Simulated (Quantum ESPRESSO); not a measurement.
# Magnetic state of Fe3PO7 (Grattarolaite) from several starts, part 2 of 2

Does Fe3PO7 (Grattarolaite) prefer parallel or opposed moments?

Quantum ESPRESSO 7.5; PBEsol with U = 4.5 eV on Fe d (ortho-atomic projectors); plane waves with GBRV 1.5 PBEsol potentials, no spin-orbit coupling.

So far, absolute magnetization (μB): step 2 (run 1 (ferro +++)) 15.0.

**3. Run 2, typed as ferri ++−**

The input, pw.in:

```
&CONTROL
  calculation = 'scf'
  prefix = 'pwscf'
  outdir = './tmp'
  pseudo_dir = './pseudo'
  disk_io = 'nowf'
/
&SYSTEM
  ibrav = 0
  celldm(1) = 8
  nat = 11
  ntyp = 4
  ecutwfc = 40
  ecutrho = 280
  nbnd = 64
  occupations = 'smearing'
  smearing = 'fd'
  degauss = 0.00367493
  nspin = 2
  starting_magnetization(1) = 0.25
  starting_magnetization(2) = -0.25
  starting_magnetization(3) = 0
  starting_magnetization(4) = 0
/
&ELECTRONS
  conv_thr = 2.2d-08
  electron_maxstep = 150
  mixing_beta = 0.3
/
ATOMIC_SPECIES
Fe1    55.8450 fe_pbesol_v1.5.uspp.F.UPF
Fe2    55.8450 fe_pbesol_v1.5.uspp.F.UPF
P      30.9738 p_pbesol_v1.5.uspp.F.UPF
O      15.9990 o_pbesol_v1.2.uspp.F.UPF
CELL_PARAMETERS alat
   0.9455717096096    0.5459260810892    0.5403829330623
  -0.9455717096096    0.5459260810892    0.5403829330623
   0.0000000000000   -1.0918521621548    0.5403829330623
ATOMIC_POSITIONS crystal
Fe1     0.5395000000    0.1485000000    0.5395000000
Fe1     0.5395000000    0.5395000000    0.1485000000
Fe2     0.1485000000    0.5395000000    0.5395000000
P       0.0000000000    0.0000000000    0.0000000000
O       0.2289000000    0.2289000000    0.2289000000
O       0.3895000000    0.7668000000    0.3895000000
O       0.3895000000    0.3895000000    0.7668000000
O       0.7668000000    0.3895000000    0.3895000000
O       0.8330000000    0.1440000000    0.8330000000
O       0.8330000000    0.8330000000    0.1440000000
O       0.1440000000    0.8330000000    0.8330000000
K_POINTS automatic
4 4 4 0 0 0
HUBBARD {ortho-atomic}
U Fe1-3d 4.5000
U Fe2-3d 4.5000
```

On the command line:

```sh
OMP_NUM_THREADS=1 mpirun -n 4 pw.x -nk 4 -in pw.in > pw.out
```

Output:

```text
[banner, memory and clock lines left out]
Program PWSCF v.7.5 starts

     Message from routine setup:
     using ibrav=0 with symmetry is DISCOURAGED, use correct ibrav instead

     bravais-lattice index     =            0
     lattice parameter (alat)  =       8.0000  a.u.
     unit-cell volume          =     856.9414 (a.u.)^3
     number of atoms/cell      =           11
     number of atomic types    =            4
     number of electrons       =        95.00
     number of Kohn-Sham states=           64
     kinetic-energy cutoff     =      40.0000  Ry
     charge density cutoff     =     280.0000  Ry
     scf convergence threshold =      2.2E-08
     mixing beta               =       0.3000
     number of iterations used =            8  plain     mixing
     Exchange-correlation= SLA  PW   PSX  PSC
                           (   1   4  10   8   0   0   0)
     Hubbard projectors: ortho-atomic
     Hubbard parameters of DFT+U (Dudarev formulation) in eV:
     U(Fe1-3d) =  4.5000
     U(Fe2-3d) =  4.5000

     Internal variables: lda_plus_u =T, lda_plus_u_kind = 0

     Internal variables: orbital_resolved =F, hub_pot_fix =F, apply_U = F

     celldm(1)=   8.000000  celldm(2)=   0.000000  celldm(3)=   0.000000
     celldm(4)=   0.000000  celldm(5)=   0.000000  celldm(6)=   0.000000

     crystal axes: (cart. coord. in units of alat)
               a(1) = (   0.945572   0.545926   0.540383 )
               a(2) = (  -0.945572   0.545926   0.540383 )
               a(3) = (   0.000000  -1.091852   0.540383 )

     reciprocal axes: (cart. coord. in units 2 pi/alat)
               b(1) = (  0.528781  0.305292  0.616847 )
               b(2) = ( -0.528781  0.305292  0.616847 )
               b(3) = ( -0.000000 -0.610583  0.616847 )

     PseudoPot. # 1 for Fe read from file:
     fe_pbesol_v1.5.uspp.F.UPF
     Pseudo is Ultrasoft + core correction, Zval = 16.0

     PseudoPot. # 2 for Fe read from file:
     fe_pbesol_v1.5.uspp.F.UPF
     Pseudo is Ultrasoft + core correction, Zval = 16.0

     PseudoPot. # 3 for P  read from file:
     p_pbesol_v1.5.uspp.F.UPF
     Pseudo is Ultrasoft + core correction, Zval =  5.0

     PseudoPot. # 4 for O  read from file:
     o_pbesol_v1.2.uspp.F.UPF
     Pseudo is Ultrasoft + core correction, Zval =  6.0

     atomic species   valence    mass     pseudopotential
     Fe1              16.00    55.84500     Fe( 1.00)
     Fe2              16.00    55.84500     Fe( 1.00)
     P                 5.00    30.97380     P ( 1.00)
     O                 6.00    15.99900     O ( 1.00)

     Starting magnetic structure
     atomic species   magnetization
     Fe1             0.250
     Fe2            -0.250
     P               0.000
     O               0.000

      2 Sym. Ops. (no inversion) found

   Cartesian axes

     site n.     atom                  positions (alat units)
         1        Fe1    tau(   1) = (   0.3697185  -0.2134571   0.6633201  )
         2        Fe1    tau(   2) = (   0.0000000   0.4269142   0.6633201  )
         3        Fe2    tau(   3) = (  -0.3697185  -0.2134571   0.6633201  )
         4        P      tau(   4) = (   0.0000000   0.0000000   0.0000000  )
         5        O      tau(   5) = (  -0.0000000   0.0000000   0.3710810  )
         6        O      tau(   6) = (  -0.3567642   0.2059779   0.8353239  )
         7        O      tau(   7) = (  -0.0000000  -0.4119558   0.8353239  )
         8        O      tau(   8) = (   0.3567642   0.2059779   0.8353239  )
         9        O      tau(   9) = (   0.6514989  -0.3761431   0.9780931  )
        10        O      tau(  10) = (   0.0000000   0.7522861   0.9780931  )
        11        O      tau(  11) = (  -0.6514989  -0.3761431   0.9780931  )

     number of k points=    24  Fermi-Dirac smearing, width (Ry)=  0.0037
                       cart. coord. in units 2pi/alat
        k(    1) = (   0.0000000   0.0000000   0.0000000), wk =   0.0156250
        k(    2) = (  -0.0000000  -0.1526458   0.1542116), wk =   0.0625000
        k(    3) = (   0.0000000   0.3052916  -0.3084233), wk =   0.0312500
        k(    4) = (  -0.1321952  -0.0763229   0.3084233), wk =   0.0312500
        k(    5) = (  -0.1321952   0.3816145  -0.1542116), wk =   0.0625000
        [... 19 further k-points ...]

     Dense  grid:    67667 G-vectors     FFT dimensions: (  54,  54,  54)

     Smooth grid:    29297 G-vectors     FFT dimensions: (  40,  40,  40)

     Check: negative core charge=   -0.000028
     Generating pointlists ...
     new r_m :   0.1843 (alat units)  1.4747 (a.u.) for type    1
     new r_m :   0.1843 (alat units)  1.4747 (a.u.) for type    2
     new r_m :   0.1463 (alat units)  1.1707 (a.u.) for type    3
     new r_m :   0.1463 (alat units)  1.1707 (a.u.) for type    4

     Initial potential from superposition of free atoms

     starting charge      91.9998, renormalised to      95.0000

     STARTING HUBBARD OCCUPATIONS:

     =================== HUBBARD OCCUPATIONS ===================
     ------------------------ ATOM    1 ------------------------
     Tr[ns(  1)] (up, down, total) =   5.00000  0.00000  5.00000
     Atomic magnetic moment for atom   1 =   5.00000
     [... lines left out ...]
     ------------------------ ATOM    2 ------------------------
     Tr[ns(  2)] (up, down, total) =   5.00000  0.00000  5.00000
     Atomic magnetic moment for atom   2 =   5.00000
     [... lines left out ...]
     ------------------------ ATOM    3 ------------------------
     Tr[ns(  3)] (up, down, total) =   0.00000  5.00000  5.00000
     Atomic magnetic moment for atom   3 =  -5.00000
     [... lines left out ...]
     Number of occupied Hubbard levels =   15.0000

     Atomic wfc used for Hubbard projectors are orthogonalized

     Starting wfcs are   71 randomized atomic wfcs

     Self-consistent Calculation

     iteration #  1     ecut=    40.00 Ry     beta= 0.30
     Davidson diagonalization with overlap
     ethr =  1.00E-02,  avg # of iterations =  4.9

     =================== HUBBARD OCCUPATIONS ===================
     ------------------------ ATOM    1 ------------------------
     Tr[ns(  1)] (up, down, total) =   4.93520  0.30505  5.24025
     Atomic magnetic moment for atom   1 =   4.63015
     [... lines left out ...]
     ------------------------ ATOM    2 ------------------------
     Tr[ns(  2)] (up, down, total) =   4.93520  0.30505  5.24025
     Atomic magnetic moment for atom   2 =   4.63015
     [... lines left out ...]
     ------------------------ ATOM    3 ------------------------
     Tr[ns(  3)] (up, down, total) =   0.32433  4.93009  5.25442
     Atomic magnetic moment for atom   3 =  -4.60576
     [... lines left out ...]
     Number of occupied Hubbard levels =   15.7349

     total energy              =    -991.01534008 Ry
     estimated scf accuracy    <       2.59112317 Ry

     total magnetization       =     5.00 Bohr mag/cell
     absolute magnetization    =    14.36 Bohr mag/cell

     iteration #  2     ecut=    40.00 Ry     beta= 0.30
     Davidson diagonalization with overlap
     ethr =  2.73E-03,  avg # of iterations =  2.0

     total energy              =    -991.49515223 Ry
     estimated scf accuracy    <       0.26000546 Ry

     total magnetization       =     5.00 Bohr mag/cell
     absolute magnetization    =    13.35 Bohr mag/cell

     [... further iterations left out ...]

     iteration # 11     ecut=    40.00 Ry     beta= 0.30
     Davidson diagonalization with overlap
     ethr =  2.02E-09,  avg # of iterations =  1.5

     total energy              =    -991.54840905 Ry
     estimated scf accuracy    <       0.00000011 Ry

     total magnetization       =     5.00 Bohr mag/cell
     absolute magnetization    =    13.72 Bohr mag/cell

     iteration # 12     ecut=    40.00 Ry     beta= 0.30
     Davidson diagonalization with overlap
     ethr =  1.14E-10,  avg # of iterations =  2.0

     Magnetic moment per site  (integrated on atomic sphere of radius R)
     atom   1 (R=0.184)  charge= 12.7183  magn=  3.8507
     atom   2 (R=0.184)  charge= 12.7183  magn=  3.8507
     atom   3 (R=0.184)  charge= 12.7270  magn= -3.8056
     atom   4 (R=0.146)  charge=  0.8119  magn=  0.0047
     atom   5 (R=0.146)  charge=  4.1360  magn=  0.0496
     atom   6 (R=0.146)  charge=  4.0613  magn=  0.0947
     atom   7 (R=0.146)  charge=  4.0613  magn=  0.0947
     atom   8 (R=0.146)  charge=  4.0599  magn=  0.1084
     atom   9 (R=0.146)  charge=  4.1599  magn=  0.0859
     atom  10 (R=0.146)  charge=  4.1599  magn=  0.0859
     atom  11 (R=0.146)  charge=  4.1599  magn= -0.0658

     End of self-consistent calculation

     =================== HUBBARD OCCUPATIONS ===================
     ------------------------ ATOM    1 ------------------------
     Tr[ns(  1)] (up, down, total) =   4.96622  0.72756  5.69378
     Atomic magnetic moment for atom   1 =   4.23866
     [... lines left out ...]
     ------------------------ ATOM    2 ------------------------
     Tr[ns(  2)] (up, down, total) =   4.96622  0.72756  5.69378
     Atomic magnetic moment for atom   2 =   4.23866
     [... lines left out ...]
     ------------------------ ATOM    3 ------------------------
     Tr[ns(  3)] (up, down, total) =   0.76204  4.95714  5.71918
     Atomic magnetic moment for atom   3 =  -4.19510
     [... lines left out ...]
     Number of occupied Hubbard levels =   17.1067

     [... lines left out ...]
     the Fermi energy is     7.9008 ev

!    total energy              =    -991.54840919 Ry
     estimated scf accuracy    <       0.00000002 Ry
     smearing contrib. (-TS)   =      -0.00000000 Ry
     internal energy E=F+TS    =    -991.54840919 Ry

     The total energy is F=E-TS. E is the sum of the following terms:
     one-electron contribution =    -650.75585313 Ry
     hartree contribution      =     364.41579754 Ry
     xc contribution           =    -143.61278593 Ry
     ewald contribution        =    -561.91891455 Ry
     Hubbard energy            =       0.32334688 Ry

     total magnetization       =     5.00 Bohr mag/cell
     absolute magnetization    =    13.72 Bohr mag/cell

     convergence has been achieved in  12 iterations
```

Wall time 55 s (4 MPI ranks of Intel Xeon Platinum 8488C (Sapphire Rapids), shared host); peak memory 0.96 GiB; 3.6 min of CPU time.

Spin moment in the atom's sphere by atom:

```
atom  spin moment in the atom's sphere (μB)
 Fe1                                   3.85
 Fe2                                   3.85
 Fe3                                  -3.81
  P4                                   0.00
  O5                                   0.05
  O6                                   0.09
  O7                                   0.09
  O8                                   0.11
  O9                                   0.09
 O10                                   0.09
 O11                                  -0.07
```

Numbers from this step:

```
smearing term TS       : 1.40e-10 eV
magnetization          : 5 μB
absolute magnetization : 13.72 μB
final state            : ferrimagnetic
```

**4. The states side by side**

An order is kept where moments of 0.15 μB or more survive with the typed signs; meshes match where a doubled cell samples the same k points as the first cell.

Ferrimagnetic means that a moment over 0.15 μB on a transition or rare-earth metal, induced ones included, opposes the net moment. Orders:

```csv
start,final state,typed order kept,energy over the lowest (meV a seeded atom),largest site moment (μB),net moment (μB a cell of the first run),mesh matched,CPU time (s)
ferro +++,ferromagnetic,yes,161.4,3.897,15,yes,143.4
ferri ++-,ferrimagnetic,yes,0,3.851,5,yes,218.9
```

**5. Occupations of the corrected shells in the lowest state**

Occupations of the Hubbard shells:

```
block  type  shell  spin  electrons             occupation numbers
    1   Fe1     3d    up      4.966  0.989 0.991 0.994 0.996 0.997
    1   Fe1     3d  down     0.7276  0.071 0.093 0.164 0.191 0.209
    2   Fe1     3d    up      4.966  0.989 0.991 0.994 0.996 0.997
    2   Fe1     3d  down     0.7276  0.071 0.093 0.164 0.191 0.209
    3   Fe2     3d    up      0.762  0.078 0.102 0.171 0.203 0.208
    3   Fe2     3d  down      4.957  0.986 0.988 0.992 0.995 0.996
```

**6. Results**

| Quantity | Value |
| --- | --- |
| lowest state found | ferrimagnetic (from ferri ++-) |
| largest site moment | 3.85 μB |
| next state with moments | ferromagnetic, 161 meV a seeded atom higher |

Only these 2 starts were compared; other wavevectors, canted and longer-period orders were not. A computed site moment is spin alone and hangs on the region that is counted: the program's spheres do not touch and miss the tail of the moment. Measured moments hold any orbital part as well, and belong to the order of the sample, which need not be the order of this run.

Computed beside measured:

| quantity | measured | in the sphere | projected shell |
| --- | --- | --- | --- |
| moment (Fe) (μB) | 4.3 | 3.85 (-10.4 %) | 4.24 (-1.4 %) |

Measured values from arxiv:1910.08818 (2019).

**Verdict.** For the moment, of the levels listed nearest comes projected shell (-1.4 %) and farthest in the sphere (-10.4 %). No cell relaxation is part of this session.

[Logs and program files are shortened in this print: banners, set-up blocks, solver, clock and traceback lines can be left out without a mark of their own.]

[Logs are printed without paths, hosts, clocks, repeated set-up lines and the standing remarks that a program may print on its own settings, such as how far it seeks lower states.]

[Hosts, paths, dates, database ids (printed as entryN), source tags and the programs' standing remarks are cut or masked in the printed files.]

[Where a cell is said to come from a database of computed structures, the database is the Materials Project.]
